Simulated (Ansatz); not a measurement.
In doubt: one-shot GW on d or f shells is unsure, so the values of those runs are not to be relied on.

Two G0W0 runs on AgCSO3F3 (R-3).

```xyz
18
Lattice="2.6560 1.5334 10.8867 -2.6560 1.5334 10.8867 0.0000 -3.0669 10.8867" Properties=species:S:1:pos:R:3 pbc="T T T"
Ag    0.0000    0.0000   21.7134
Ag    0.0000    0.0000   10.9466
C     0.0000    0.0000    3.8036
C     0.0000    0.0000   28.8564
S     0.0000    0.0000    1.9301
S     0.0000    0.0000   30.7299
O     1.9751    0.2753   12.4553
O    -1.2260    1.5728   12.4553
O    -0.7491   -1.8482   12.4553
O    -1.9751   -0.2753   20.2047
O     1.2260   -1.5728   20.2047
O     0.7491    1.8482   20.2047
F     0.4891   -1.9015   15.1343
F     1.4022    1.3743   15.1343
F    -1.8913    0.5272   15.1343
F    -0.4891    1.9015   17.5257
F    -1.4022   -1.3743   17.5257
F     1.8913   -0.5272   17.5257
```

Geometry: measured cell, ions relaxed with PBE. The runs that relaxed it are not among those shown.

The first (Ansatz 0.2.0; start PBE, 4×4×4 mesh, 164 empty bands, screening to 42 eV, PAW set soft_1 files; 1 × NVIDIA H100 80GB HBM3 (shared by 6 runs) with 2 threads of AMD EPYC 7R13 (Zen 3), shared host) gave, on its mesh: starting gap 2.79 eV, G0W0 gap 5.42 eV, RPA ε∞ (mean) 2.41, 92 s.

Question: The second changes empty bands from 164 to 465 and screening cutoff (eV) from 42 to 84. What does it give?

It gave: starting gap 2.79 eV, G0W0 gap 5.21 eV, RPA ε∞ (mean) 2.41, 4.3 min. The G0W0 gap moves by −0.22 eV, +0.00 eV from the start and −0.22 eV from the correction. Σc changes by −0.06 eV at the valence top and −0.28 eV at the conduction bottom, and Σx − Vxc between them by +0.00 eV.

Limits: not at the basis limit; d shell near the gap, gap tends to lie low; no spin-orbit coupling.

[Paths, hosts, dates, memory and timing lines, banners, echoed tables and standing remarks are left out of the program output.]

[Logs are printed without paths, hosts, clocks, repeated set-up lines and the standing remarks that a program may print on its own settings, such as how far it seeks lower states.]

[Runs of the session that timed out or met a known fault of the program may be left out.]

[Cells called generated may have been cut or substituted from an entry of the Crystallography Open Database or the Materials Project.]

[Hosts, paths, dates, database ids (printed as entryN), source tags and the programs' standing remarks are cut or masked in the printed files.]
